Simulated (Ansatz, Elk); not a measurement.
# Bonding as seen by X-rays: Cs2NiCl4, part 2 of 2

The structure of Cs2NiCl4 used here is made up (a known structure type with other elements) and was relaxed beforehand with PBE. The aim is the Fourier transform of its all-electron density, F(hkl), set beside the sum over free spherical atoms that refinements use.

Elk 11.2.3 (patched build); all-electron DFT.

So far. Step 2 (Ground state and structure factors): The ions are Cs+, Ni2+ and Cl−, by formal charge.

The structure was built from a prototype and need not be the compound's stable phase.

**5. Another functional**

Level of this step: DFT, PBEsol, all-electron APW+lo, Dirac cores, scalar-relativistic bands, static density, ferromagnetic start (Elk).

The difference from free atoms is small, so it is set against the change that PBEsol makes.

elk.in reads:

```
tasks
  0
  195
  196

xctype
  22

spinpol
  .true.

rgkmax
  7.0

gmaxvr
  14.0

lmaxo
  7

lmaxapw
  8

swidth
  0.002

tshift
  .false.

ramdisk
  .false.

hmaxvr
  5.5

maxscl
  120

epspot
  1e-06

reducebf
  0.8

sppath
  './'

avec
  -4.81179872656 4.81179872656 15.91182730250
  4.81179872656 -4.81179872656 15.91182730250
  4.81179872656 4.81179872656 -15.91182730250

atoms
  3
  'Cs.in'
  2
  0.3574011628 0.3574011628 0.0000000000   0.000000 0.000000 0.000000
  0.6425988372 0.6425988372 0.0000000000   0.000000 0.000000 0.000000
  'Ni.in'
  1
  0.0000000000 0.0000000000 -0.0000000000   0.000000 0.000000 -0.075000
  'Cl.in'
  4
  0.0000000000 0.5000000000 0.5000000000   0.000000 0.000000 0.000000
  0.5000000000 0.0000000000 0.5000000000   0.000000 0.000000 0.000000
  0.1411445252 0.1411445252 0.0000000000   0.000000 0.000000 0.000000
  0.8588554748 0.8588554748 0.0000000000   0.000000 0.000000 0.000000

ngridk
  5 5 5
```

Run with:

```
$ OMP_NUM_THREADS=4 elk
```

Numbers of over 12 decimals in the logs are rounded to 6 here.

The program printed:

```text
┌─────────────────────────┐
│ Elk code version 11.2.3 │
└─────────────────────────┘

All units are atomic (Hartree, Bohr, etc.)

┌─────────────────────────────────────────────────┐
│ Ground-state run starting from atomic densities │
└─────────────────────────────────────────────────┘

Lattice vectors :
  -4.811798727       4.811798727       15.91182730
   4.811798727      -4.811798727       15.91182730
   4.811798727       4.811798727      -15.91182730

Reciprocal lattice vectors :
 -0.2761187876E-16  0.6528936126      0.1974375786
[...]
error                       :   0.1425554647E-02

Moments :
 interstitial                :   0.8250457678E-01
 muffin-tins
  species : 1 (Cs)
[...]
species : 2 (Ni)
[...]
species : 3 (Cl)
[...]
atom 3                    :   0.5331475807E-01
   atom 4                    :   0.5331475807E-01
 total in muffin-tins        :    1.675092469
 total moment                :    1.757597046

┌──────────────────────────────┐
│ Self-consistent loop stopped │
└──────────────────────────────┘

Warning : core states of species 2 leak from the muffin-tin :   0.4215616811E-03

Wrote STATE.OUT
[key lines of the parts left out:]
total energy                :     -18937.461875775
```

It took 8 min on 4 threads of Arm Neoverse V1, shared host; peak memory 0.88 GiB.

Against the first run R = 0.03 %; the largest change is -0.092 at 114. The moment goes from 1.95 to 1.76 μB.

**6. A coarser k-mesh**

About half the k-points along each axis test the sampling.

elk.in, as its differences from that of step 5:

```diff
@@ -6,3 +6,3 @@
 xctype
-  22
+  20
 
@@ -69,2 +69,2 @@
 ngridk
-  5 5 5
+  2 2 2
```

Run with:

```
$ OMP_NUM_THREADS=4 elk
```

The program printed:

```text
┌─────────────────────────┐
│ Elk code version 11.2.3 │
└─────────────────────────┘

All units are atomic (Hartree, Bohr, etc.)

┌─────────────────────────────────────────────────┐
│ Ground-state run starting from atomic densities │
└─────────────────────────────────────────────────┘

Lattice vectors :
  -4.811798727       4.811798727       15.91182730
   4.811798727      -4.811798727       15.91182730
   4.811798727       4.811798727      -15.91182730

Reciprocal lattice vectors :
 -0.2761187876E-16  0.6528936126      0.1974375786
[...]
error                       :   0.1479629544E-02

Moments :
 interstitial                :  -0.2652118167E-05
 muffin-tins
  species : 1 (Cs)
[...]
species : 2 (Ni)
[...]
species : 3 (Cl)
[...]
atom 3                    :   0.3575407571E-06
   atom 4                    :   0.3575407571E-06
 total in muffin-tins        :   0.2638136783E-05
 total moment                :  -0.1398138369E-07

┌──────────────────────────────┐
│ Self-consistent loop stopped │
└──────────────────────────────┘

Warning : core states of species 2 leak from the muffin-tin :   0.4183427586E-03

Wrote STATE.OUT
[key lines of the parts left out:]
total energy                :     -18947.748045851
```

Run time: 10 min. Hardware: 4 threads; peak memory 0.92 GiB; 29 min of CPU time.

Against the first run R = 0.08 %; the largest change is +0.131 at 006. The moment goes from 1.95 to 0.00 μB.

**7. With a Hubbard U**

A Hubbard U is put on the d shell, to see how far it moves the factors.

elk.in, as its differences from that of step 6:

```diff
@@ -69,2 +69,6 @@
 ngridk
-  2 2 2
+  5 5 5
+
+dft+u
+  1 1
+  2 2 0.220496 0.000000
```

Run with:

```
$ OMP_NUM_THREADS=4 elk
```

The program printed:

```text
┌─────────────────────────┐
│ Elk code version 11.2.3 │
└─────────────────────────┘

All units are atomic (Hartree, Bohr, etc.)

┌─────────────────────────────────────────────────┐
│ Ground-state run starting from atomic densities │
└─────────────────────────────────────────────────┘

Lattice vectors :
  -4.811798727       4.811798727       15.91182730
   4.811798727      -4.811798727       15.91182730
   4.811798727       4.811798727      -15.91182730

Reciprocal lattice vectors :
 -0.2761187876E-16  0.6528936126      0.1974375786
[...]
Moments :
 interstitial                :   0.6217207297E-01
 muffin-tins
  species : 1 (Cs)
[...]
species : 2 (Ni)
[...]
species : 3 (Cl)
[...]
atom 3                    :   0.3153485581E-01
   atom 4                    :   0.3153485581E-01
 total in muffin-tins        :    1.937835045
 total moment                :    2.000007118

RMS change in Kohn-Sham potential (target) :   0.2142079736E-05 (  0.1000000000E-05)
Absolute change in total energy (target)   :   0.2776903748E-03 (  0.1000000000E-03)

┌──────────────────┐
│ Loop number : 18 │
└──────────────────┘
[key lines of the parts left out:]
total energy                :     -18947.678385512
```

Wall time 7.2 min (4 threads); peak memory 0.88 GiB.

The run was cut off at its time limit.

**8. Settings against the effect**

| run | R against the first run (%) | R against neutral atoms, low angle (%) | wall time |
| --- | --- | --- | --- |
| PBE, rgkmax 7 | 0.00 | 0.26 | 8.7 min |
| PBEsol | 0.03 | 0.24 | 8 min |
| k-mesh 2×2×2 | 0.08 | 0.26 | 10 min |

**9. Results**

```
R against neutral atoms, sin θ/λ < 0.3 Å⁻¹ : 0.26 %
R against neutral atoms, 0.3 to 0.60 Å⁻¹   : 0.16 %
R against ions, below 0.3 Å⁻¹              : 0.31 %
```

In words: Independent neutral atoms miss the calculated amplitudes by R = 0.26 % below 0.3 Å⁻¹ and 0.16 % from there to 0.60 Å⁻¹; by shells, 0.34 % below 0.15 Å⁻¹ (5 forms), 0.24 % 0.15 to 0.3 (20 forms), 0.11 % 0.3 to 0.45 (46 forms), 0.20 % above 0.45 (78 forms). Bonding, aspherical density and the tables' own atoms all enter these figures, and the runs don't part them. The largest change of an amplitude is +0.48 electrons, at 006. Formal ions give R = 0.31 % at low angle, further off than neutral atoms. The magnetic order is that of the start. No other order was tried here, and an antiferromagnetic one would change or move the magnetic intensity. The window's part falls from 44.0 electrons at the origin to at most 2.22 between 0.45 and 0.60 Å⁻¹, where compact states inside the window still scatter. The window holds more than the 40 outer electrons of the free atoms, so shallow core shells lie inside it. Below 0.3 Å⁻¹ the changes that finished (PBEsol and k-mesh 2×2×2) move F by R = 0.11 % at most, against the 0.26 % that separates it from free atoms, so the difference from free atoms is only partly resolved. The magnetic factors move by R = 9.4 % (PBEsol) and 100.0 % (k-mesh 2×2×2), so they aren't settled to better than that. The basis has no finished test. Part of the difference isn't bonding: the tables are fits to free atoms and ions calculated by other methods than this functional. Thermal motion, anomalous dispersion and extinction are left out.

[Logs are printed without paths, hosts, clocks, repeated set-up lines and the standing remarks that a program may print on its own settings, such as how far it seeks lower states.]

[Hosts, paths, dates, database ids (printed as entryN), source tags and the programs' standing remarks are cut or masked in the printed files.]
